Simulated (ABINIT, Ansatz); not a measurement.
# Lattice dynamics of Re (Rhenium) in two programs, part 3 of 4

How does Re (Rhenium) vibrate, and is this structure a minimum?

ABINIT 10.8.3; DFT PBEsol, scalar-relativistic, plane waves, PseudoDojo norm-conserving pseudopotentials.

So far. Step 4 (Self-consistent run for the response): The cell stands at -0.31 GPa: the relaxation ran with a smoothed and higher cutoff, and the difference is a stress of the finite basis. Step 5 (Linear response at Γ): The acoustic modes at Γ come out as far as 1.9 cm⁻¹ from zero, where they should vanish, a small numerical error. The relaxed cell has a = 2.750, c = 4.448 Å (conventional setting).

## Step 7: Interpolated phonon bands

anaddb transforms the dynamical matrices to force constants and back along the path; points of the mesh come back as solved, but for the sum rule and, in polar crystals, the LO-TO term at Γ; the rest is interpolation.

File anaddb.abi:

```
ddb_filepath "all_DDB"
output_file "anaddb.abo"
outdata_prefix "anaddb"
ifcflag 1
ngqpt 3 3 2
nqshft 1
q1shft 0.0 0.0 0.0
asr 1
chneut 0
dipdip 0
dipquad 0
quadquad 0
enunit 0
eivec 0
nph1l 93
qph1l 
    0.0 0.0 0.0 1.0
    0.05 0.0 0.0 1.0
    0.1 0.0 0.0 1.0
    0.15 0.0 0.0 1.0
    0.2 0.0 0.0 1.0
    0.25 0.0 0.0 1.0
    0.3 0.0 0.0 1.0
    0.35 0.0 0.0 1.0
    0.4 0.0 0.0 1.0
    0.45 0.0 0.0 1.0
    0.5 0.0 0.0 1.0
    0.48333333 0.03333333 0.0 1.0
    0.46666667 0.06666667 0.0 1.0
    0.45 0.1 0.0 1.0
    0.43333333 0.13333333 0.0 1.0
    0.41666667 0.16666667 0.0 1.0
    0.4 0.2 0.0 1.0
    0.38333333 0.23333333 0.0 1.0
    0.36666667 0.26666667 0.0 1.0
    0.35 0.3 0.0 1.0
    0.33333333 0.33333333 0.0 1.0
    0.3 0.3 0.0 1.0
    0.26666667 0.26666667 0.0 1.0
    0.23333333 0.23333333 0.0 1.0
    0.2 0.2 0.0 1.0
    0.16666667 0.16666667 0.0 1.0
    0.13333333 0.13333333 0.0 1.0
    0.1 0.1 0.0 1.0
    0.06666667 0.06666667 0.0 1.0
    0.03333333 0.03333333 0.0 1.0
    0.0 0.0 0.0 1.0
    0.0 0.0 0.05 1.0
    0.0 0.0 0.1 1.0
    0.0 0.0 0.15 1.0
    0.0 0.0 0.2 1.0
    0.0 0.0 0.25 1.0
    0.0 0.0 0.3 1.0
    0.0 0.0 0.35 1.0
    0.0 0.0 0.4 1.0
    0.0 0.0 0.45 1.0
    0.0 0.0 0.5 1.0
    0.05 0.0 0.5 1.0
    0.1 0.0 0.5 1.0
    0.15 0.0 0.5 1.0
    0.2 0.0 0.5 1.0
    0.25 0.0 0.5 1.0
    0.3 0.0 0.5 1.0
    0.35 0.0 0.5 1.0
    0.4 0.0 0.5 1.0
    0.45 0.0 0.5 1.0
    0.5 0.0 0.5 1.0
    0.48333333 0.03333333 0.5 1.0
    0.46666667 0.06666667 0.5 1.0
    0.45 0.1 0.5 1.0
    0.43333333 0.13333333 0.5 1.0
    0.41666667 0.16666667 0.5 1.0
    0.4 0.2 0.5 1.0
    0.38333333 0.23333333 0.5 1.0
    0.36666667 0.26666667 0.5 1.0
    0.35 0.3 0.5 1.0
    0.33333333 0.33333333 0.5 1.0
    0.3 0.3 0.5 1.0
    0.26666667 0.26666667 0.5 1.0
    0.23333333 0.23333333 0.5 1.0
    0.2 0.2 0.5 1.0
    0.16666667 0.16666667 0.5 1.0
    0.13333333 0.13333333 0.5 1.0
    0.1 0.1 0.5 1.0
    0.06666667 0.06666667 0.5 1.0
    0.03333333 0.03333333 0.5 1.0
    0.0 0.0 0.5 1.0
    0.5 0.0 0.5 1.0
    0.5 0.0 0.45 1.0
    0.5 0.0 0.4 1.0
    0.5 0.0 0.35 1.0
    0.5 0.0 0.3 1.0
    0.5 0.0 0.25 1.0
    0.5 0.0 0.2 1.0
    0.5 0.0 0.15 1.0
    0.5 0.0 0.1 1.0
    0.5 0.0 0.05 1.0
    0.5 0.0 0.0 1.0
    0.33333333 0.33333333 0.5 1.0
    0.33333333 0.33333333 0.45 1.0
    0.33333333 0.33333333 0.4 1.0
    0.33333333 0.33333333 0.35 1.0
    0.33333333 0.33333333 0.3 1.0
    0.33333333 0.33333333 0.25 1.0
    0.33333333 0.33333333 0.2 1.0
    0.33333333 0.33333333 0.15 1.0
    0.33333333 0.33333333 0.1 1.0
    0.33333333 0.33333333 0.05 1.0
    0.33333333 0.33333333 0.0 1.0
```

File mrgddb.in:

```
all_DDB
merged
6
dfpt_gammao_DDB
dfpt_qo_DS1_DDB
dfpt_qo_DS2_DDB
dfpt_qo_DS3_DDB
dfpt_qo_DS4_DDB
dfpt_qo_DS5_DDB
```

Started as:

```sh
mrgddb < mrgddb.in > mrgddb.log
OMP_NUM_THREADS=1 anaddb anaddb.abi > anaddb.log
```

anaddb.abo, the main output file:

```text
[banners, grids, parts of the stress and lines that vanish by symmetry left out]
-outvars_anaddb: echo values of input variables ----------------------

 Flags :
[...]
Phonon wavevector (reduced coordinates) :  0.00000  0.00000  0.00000
 Phonon energies in Hartree :
[...]
Phonon frequencies in cm-1    :
-  0.000000E+00  0.000000E+00  0.000000E+00  1.160949E+02  1.168070E+02
-  1.168070E+02
[...]
Phonon wavevector (reduced coordinates) :  0.05000  0.00000  0.00000
 Phonon energies in Hartree :
[...]
Phonon frequencies in cm-1    :
-  1.912924E+01  2.022281E+01  3.280176E+01  1.169162E+02  1.176397E+02
-  1.193527E+02
[...]
Phonon wavevector (reduced coordinates) :  0.10000  0.00000  0.00000
 Phonon energies in Hartree :
[...]
Phonon frequencies in cm-1    :
-  3.770479E+01  3.992398E+01  6.472880E+01  1.172592E+02  1.220199E+02
-  1.264853E+02
[...]
Phonon wavevector (reduced coordinates) :  0.15000  0.00000  0.00000
 Phonon energies in Hartree :
[...]
Phonon frequencies in cm-1    :
-  5.520331E+01  5.852821E+01  9.492267E+01  1.178703E+02  1.285998E+02
-  1.369637E+02
[...]
Phonon wavevector (reduced coordinates) :  0.20000  0.00000  0.00000
 Phonon energies in Hartree :
[...]
Phonon frequencies in cm-1    :
-  7.116023E+01  7.540449E+01  1.187715E+02  1.225381E+02  1.366146E+02
-  1.493533E+02
[...]
Phonon wavevector (reduced coordinates) :  0.25000  0.00000  0.00000
 Phonon energies in Hartree :
[...]
Phonon frequencies in cm-1    :
-  8.519442E+01  8.994823E+01  1.199329E+02  1.453290E+02  1.466623E+02
-  1.624849E+02
  Phonon wavevector (reduced coordinates) :  0.30000  0.00000  0.00000
 Phonon energies in Hartree :
[...]
Phonon frequencies in cm-1    :
-  9.702713E+01  1.017310E+02  1.212406E+02  1.540254E+02  1.660079E+02
-  1.759027E+02
  Phonon wavevector (reduced coordinates) :  0.35000  0.00000  0.00000
 Phonon energies in Hartree :
[...]
Phonon frequencies in cm-1    :
-  1.064929E+02  1.106149E+02  1.224845E+02  1.619359E+02  1.794310E+02
-  1.893609E+02
  Phonon wavevector (reduced coordinates) :  0.40000  0.00000  0.00000
 Phonon energies in Hartree :
[...]
Phonon frequencies in cm-1    :
-  1.135353E+02  1.167173E+02  1.233789E+02  1.682755E+02  1.881720E+02
-  2.005626E+02
  Phonon wavevector (reduced coordinates) :  0.45000  0.00000  0.00000
 Phonon energies in Hartree :
[...]
Phonon frequencies in cm-1    :
-  1.181436E+02  1.202577E+02  1.236558E+02  1.723729E+02  1.933274E+02
-  2.076677E+02
  Phonon wavevector (reduced coordinates) :  0.50000  0.00000  0.00000
 Phonon energies in Hartree :
[...]
Phonon frequencies in cm-1    :
-  1.199409E+02  1.214156E+02  1.235083E+02  1.737890E+02  1.950497E+02
-  2.100813E+02
  Phonon wavevector (reduced coordinates) :  0.48333  0.03333  0.00000
 Phonon energies in Hartree :
[...]
Phonon frequencies in cm-1    :
-  1.201553E+02  1.220434E+02  1.243361E+02  1.736018E+02  1.949925E+02
-  2.097767E+02
  Phonon wavevector (reduced coordinates) :  0.46667  0.06667  0.00000
 Phonon energies in Hartree :
[...]
Phonon frequencies in cm-1    :
-  1.207753E+02  1.238749E+02  1.267425E+02  1.730428E+02  1.948320E+02
-  2.088755E+02
  Phonon wavevector (reduced coordinates) :  0.45000  0.10000  0.00000
 Phonon energies in Hartree :
[...]
Phonon frequencies in cm-1    :
-  1.217332E+02  1.267644E+02  1.305093E+02  1.721194E+02  1.945986E+02
-  2.074168E+02
[...]
Phonon wavevector (reduced coordinates) :  0.10000  0.00000  0.50000
 Phonon energies in Hartree :
[...]
Phonon frequencies in cm-1    :
-  8.847884E+01  8.847884E+01  9.753063E+01  9.753063E+01  1.649095E+02
-  1.649095E+02
  Phonon wavevector (reduced coordinates) :  0.15000  0.00000  0.50000
 Phonon energies in Hartree :
[...]
Phonon frequencies in cm-1    :
-  9.430285E+01  9.430285E+01  1.106163E+02  1.106163E+02  1.622511E+02
-  1.622511E+02
  Phonon wavevector (reduced coordinates) :  0.20000  0.00000  0.50000
 Phonon energies in Hartree :
[...]
Phonon frequencies in cm-1    :
-  1.011652E+02  1.011652E+02  1.215420E+02  1.215420E+02  1.616329E+02
-  1.616329E+02
  Phonon wavevector (reduced coordinates) :  0.25000  0.00000  0.50000
 Phonon energies in Hartree :
[...]
Phonon frequencies in cm-1    :
-  1.082651E+02  1.082651E+02  1.251055E+02  1.251055E+02  1.668412E+02
-  1.668412E+02
  Phonon wavevector (reduced coordinates) :  0.30000  0.00000  0.50000
 Phonon energies in Hartree :
[...]
Phonon frequencies in cm-1    :
-  1.149272E+02  1.149272E+02  1.217600E+02  1.217600E+02  1.767813E+02
-  1.767813E+02
  Phonon wavevector (reduced coordinates) :  0.35000  0.00000  0.50000
 Phonon energies in Hartree :
[...]
Phonon frequencies in cm-1    :
-  1.157836E+02  1.157836E+02  1.206219E+02  1.206219E+02  1.871029E+02
-  1.871029E+02
[...]
Phonon wavevector (reduced coordinates) :  0.33333  0.33333  0.05000
 Phonon energies in Hartree :
[...]
Phonon frequencies in cm-1    :
-  1.290032E+02  1.544451E+02  1.544451E+02  1.601794E+02  1.942498E+02
-  1.942498E+02
  Phonon wavevector (reduced coordinates) :  0.33333  0.33333  0.00000
 Phonon energies in Hartree :
[...]
Phonon frequencies in cm-1    :
-  1.283192E+02  1.564671E+02  1.564671E+02  1.599807E+02  1.939136E+02
-  1.939136E+02
-
```

It took 0.53 s on 1 thread of Arm Neoverse V1, shared host.

Read from the output:

```
lowest frequency on the path : 0 cm⁻¹
```

Anaddb. The phonon branches at the labelled points (cm⁻¹):

| point | branch 1 | branch 2 | branch 3 | branch 4 | branch 5 | branch 6 |
| --- | --- | --- | --- | --- | --- | --- |
| Γ | 0 | 0 | 0 | 116 | 117 | 117 |
| halfway | 85 | 90 | 120 | 145 | 147 | 162 |
| M | 120 | 121 | 124 | 174 | 195 | 210 |
| halfway | 124 | 135 | 141 | 169 | 194 | 203 |
| K | 128 | 156 | 156 | 160 | 194 | 194 |
| halfway | 98 | 103 | 127 | 150 | 161 | 168 |
| Γ | 0 | 0 | 0 | 116 | 117 | 117 |
| halfway | 45 | 45 | 108 | 108 | 113 | 149 |
| A | 83 | 83 | 83 | 83 | 168 | 168 |
| halfway | 108 | 108 | 125 | 125 | 167 | 167 |
| L | 104 | 104 | 129 | 129 | 202 | 202 |
| halfway | 83 | 83 | 145 | 145 | 200 | 200 |
| H | 55 | 55 | 161 | 161 | 197 | 197 |
| halfway | 114 | 114 | 124 | 124 | 172 | 172 |
| A | 83 | 83 | 83 | 83 | 168 | 168 |
| jump to L | 104 | 104 | 129 | 129 | 202 | 202 |
| halfway | 106 | 124 | 126 | 147 | 197 | 209 |
| M | 120 | 121 | 124 | 174 | 195 | 210 |
| jump to H | 55 | 55 | 161 | 161 | 197 | 197 |
| halfway | 115 | 115 | 142 | 163 | 197 | 197 |
| K | 128 | 156 | 156 | 160 | 194 | 194 |

The phonon branches as a text plot (rows in cm⁻¹):

```
    206 |       ***                       **             ****
    197 |      *********                 *  ******       ********
    188 |     **       **               *         *
    180 |    **          *             *
    171 |      *****      *       **  *            *   **   *
    162 |    **     ***** *      ** **        ***   ***    * ****
    153 |   **      **** **                  *   *           *  *
    145 |          **  **  *     *          *     *       *   *
    136 |  **      *     * *    *          *                   *
    127 | **   ********** * *  *      *  **        **    ****  **
    118 |**********     ** *****       **          * *   * **
    109 |     **         * *    *    **  *          *     *
    101 |    *            *      *  *     **         **  *    *
     92 |  *                    * * **      *     *   **
     83 |                          *                   **
     74 |   *               *     *          *   *           *
     66 | *                *     *            *
     57 |  *                                   **
     48 |                   *  *
     39 | *                  *  *
     31 |*
     22 |*                   * *
     13 |
      4 |                     *
         Γ      M    K        Γ   A       L    H       A|L M|H  K
```

All branches are real along the path.

## Step 8: Sums over the zone

Sums over the zone need many more wavevectors than were solved, so the interpolation is sampled on a dense mesh.

File anaddb.abi:

```
ddb_filepath "all_DDB"
output_file "anaddb.abo"
outdata_prefix "anaddb"
ifcflag 1
ngqpt 3 3 2
nqshft 1
q1shft 0.0 0.0 0.0
asr 1
chneut 0
dipdip 0
dipquad 0
quadquad 0
prtdos 2
ng2qpt 19 19 10
dosdeltae 4.5563e-06
ntemper 11
temperinc 100.0
tempermin 0.0
```

Started as:

```sh
OMP_NUM_THREADS=1 anaddb anaddb.abi > anaddb.log
```

anaddb.abo, the main output file:

```text
-outvars_anaddb: echo values of input variables ----------------------

 Flags :
     ifcflag         1
 Miscellaneous information :
         asr         1
      chneut         0
 Interatomic Force Constants Inputs :
      dipdip         0
     dipquad         0
    quadquad         0
      ifcana         0
      ifcout         0
 Description of grid 1 :
        brav         1
       ngqpt         3         3         2
      nqshft         1
      q1shft
                     0.00000000E+00  0.00000000E+00  0.00000000E+00
 Phonon DOS information :
   dosdeltae  4.55630000E-06
    dossmear  4.55633525E-06
 Description of grid 2 (Fourier interp. or BZ sampling):
      ng2qpt        19        19        10
      ngrids         4
      q2shft         0.00000000E+00  0.00000000E+00  0.00000000E+00

================================================================================

 read the DDB information and perform some checks

  ==== Info on the Cryst% object ====
 Real(R)+Recip(G) space primitive vectors, cartesian coordinates (Bohr,Bohr^-1):
 R(1)=  5.1961272  0.0000000  0.0000000  G(1)=  0.1924510  0.1111116  0.0000000
 R(2)= -2.5980636  4.4999782  0.0000000  G(2)=  0.0000000  0.2222233  0.0000000
 R(3)=  0.0000000  0.0000000  8.4057167  G(3)=  0.0000000  0.0000000  0.1189667
 Unit cell volume ucvol=  1.9654633E+02 bohr^3
 Angles (23,13,12)=  9.00000000E+01  9.00000000E+01  1.20000000E+02 degrees
 Time-reversal symmetry is present
 Reduced atomic positions [iatom, xred, symbol]:
    1)    0.3333333  0.6666667  0.2500000  Re
    2)    0.6666667  0.3333333  0.7500000  Re

 DDB file with 6 blocks has been read.

================================================================================

 Calculation of the interatomic forces

       Homogeneous q point set in the B.Z.
 Grid q points  :       18
  1)   0.00000000E+00  0.00000000E+00  0.00000000E+00
  2)   3.33333333E-01  0.00000000E+00  0.00000000E+00
  3)  -3.33333333E-01  0.00000000E+00  0.00000000E+00
  4)   0.00000000E+00  3.33333333E-01  0.00000000E+00
  5)   3.33333333E-01  3.33333333E-01  0.00000000E+00
  6)  -3.33333333E-01  3.33333333E-01  0.00000000E+00
  7)   0.00000000E+00 -3.33333333E-01  0.00000000E+00
  8)   3.33333333E-01 -3.33333333E-01  0.00000000E+00
  9)  -3.33333333E-01 -3.33333333E-01  0.00000000E+00
 10)   0.00000000E+00  0.00000000E+00  5.00000000E-01
 11)   3.33333333E-01  0.00000000E+00  5.00000000E-01
 12)  -3.33333333E-01  0.00000000E+00  5.00000000E-01
 13)   0.00000000E+00  3.33333333E-01  5.00000000E-01
 14)   3.33333333E-01  3.33333333E-01  5.00000000E-01
 15)  -3.33333333E-01  3.33333333E-01  5.00000000E-01
 16)   0.00000000E+00 -3.33333333E-01  5.00000000E-01
 17)   3.33333333E-01 -3.33333333E-01  5.00000000E-01
 18)  -3.33333333E-01 -3.33333333E-01  5.00000000E-01

 The interatomic forces have been obtained

================================================================================

 Calculation of phonon density of states

 Average speed of sound partial sums:     0.1516359332E-02 (at units)
-                                   =           3.3173 [km/s]

 Debye frequency from partial sums:     0.1016554835E-02 (Ha)
-                                 =     0.6688609503E+01 (THz)
-Debye temperature from partial sums:     0.3210026283E+03 (K)

 Average speed of sound:     0.1499132479E-02 (at units)
-                      =           3.2796 [km/s]

 Debye frequency from DOS:     0.1005006095E-02 (Ha)
-                        =     0.6612622442E+01 (THz)
-Debye temperature from DOS:     0.3173558245E+03 (K)

-
```

Elapsed: 0.65 s, on 1 thread.

This step gave:

* share of modes beyond 3i cm⁻¹ on the dense interpolated mesh: 0
* zero-point energy per atom: 25.86 meV
* heat capacity at 300 K: 23.98 J/(mol atoms K)
* vibrational entropy at 300 K: 36.48 J/(mol atoms K)

The phonon density of states has structure finer than the step of the table below, so its rows give means over 5 cm⁻¹, whole bins alone (the curve runs from -30 to 227 cm⁻¹). Peaks (cm⁻¹: height): 125.0: 0.0968, 197.0: 0.111.

Tetrahedra. Table of phonon density of states by wavenumber; means over each step:

| wavenumber (cm⁻¹) | phonon density of states (1/cm⁻¹/cell) |
| --- | --- |
| 0 | 5.0e-7 |
| 5 | 1.6e-5 |
| 10 | 6.0e-5 |
| 15 | 1.3e-4 |
| 20 | 2.7e-4 |
| 25 | 5.0e-4 |
| 30 | 7.4e-4 |
| 35 | 0.00105 |
| 40 | 0.00147 |
| 45 | 0.00198 |
| 50 | 0.00252 |
| 55 | 0.00323 |
| 60 | 0.00450 |
| 65 | 0.00622 |
| 70 | 0.00833 |
| 75 | 0.0106 |
| 80 | 0.0133 |
| 85 | 0.0168 |
| 90 | 0.0213 |
| 95 | 0.0287 |
| 100 | 0.0422 |
| 105 | 0.0598 |
| 110 | 0.0668 |
| 115 | 0.0688 |
| 120 | 0.0789 |
| 125 | 0.0914 |
| 130 | 0.0725 |
| 135 | 0.0569 |
| 140 | 0.0528 |
| 145 | 0.0415 |
| 150 | 0.0379 |
| 155 | 0.0373 |
| 160 | 0.0402 |
| 165 | 0.0360 |
| 170 | 0.0231 |
| 175 | 0.0206 |
| 180 | 0.0236 |
| 185 | 0.0295 |
| 190 | 0.0422 |
| 195 | 0.0862 |
| 200 | 0.0455 |
| 205 | 0.0198 |
| 210 | 0.00398 |
| 215 | 0 |

Harmonic thermodynamic functions per atom, summed over the density of states scaled to three modes an atom; melting is ignored. Thermodynamic functions:

| T (K) | F_vib (meV/atom) | S (J/mol-atom/K) | C_V (J/mol-atom/K) |
| --- | --- | --- | --- |
| 0 | 25.86 | 0 | 0 |
| 50 | 25.45 | 3.246 | 8.332 |
| 100 | 21.38 | 12.52 | 17.96 |
| 200 | 0.35 | 26.95 | 22.86 |
| 300 | -32.81 | 36.48 | 23.98 |
| 400 | -74.39 | 43.44 | 24.4 |
| 500 | -122.3 | 48.91 | 24.59 |
| 600 | -175.4 | 53.4 | 24.7 |
| 700 | -232.8 | 57.21 | 24.76 |
| 800 | -293.9 | 60.52 | 24.8 |
| 900 | -358.1 | 63.45 | 24.83 |
| 1000 | -425.3 | 66.06 | 24.86 |

At 300 K the heat capacity has reached 96 % of the Dulong-Petit value.

(Continued in part 4 of 4.)

[Host names and launcher messages were left out of these logs when they were recorded.]

[Logs are printed without paths, hosts, clocks, repeated set-up lines and the standing remarks that a program may print on its own settings, such as how far it seeks lower states.]

[Hosts, paths, dates, database ids (printed as entryN), source tags and the programs' standing remarks are cut or masked in the printed files.]
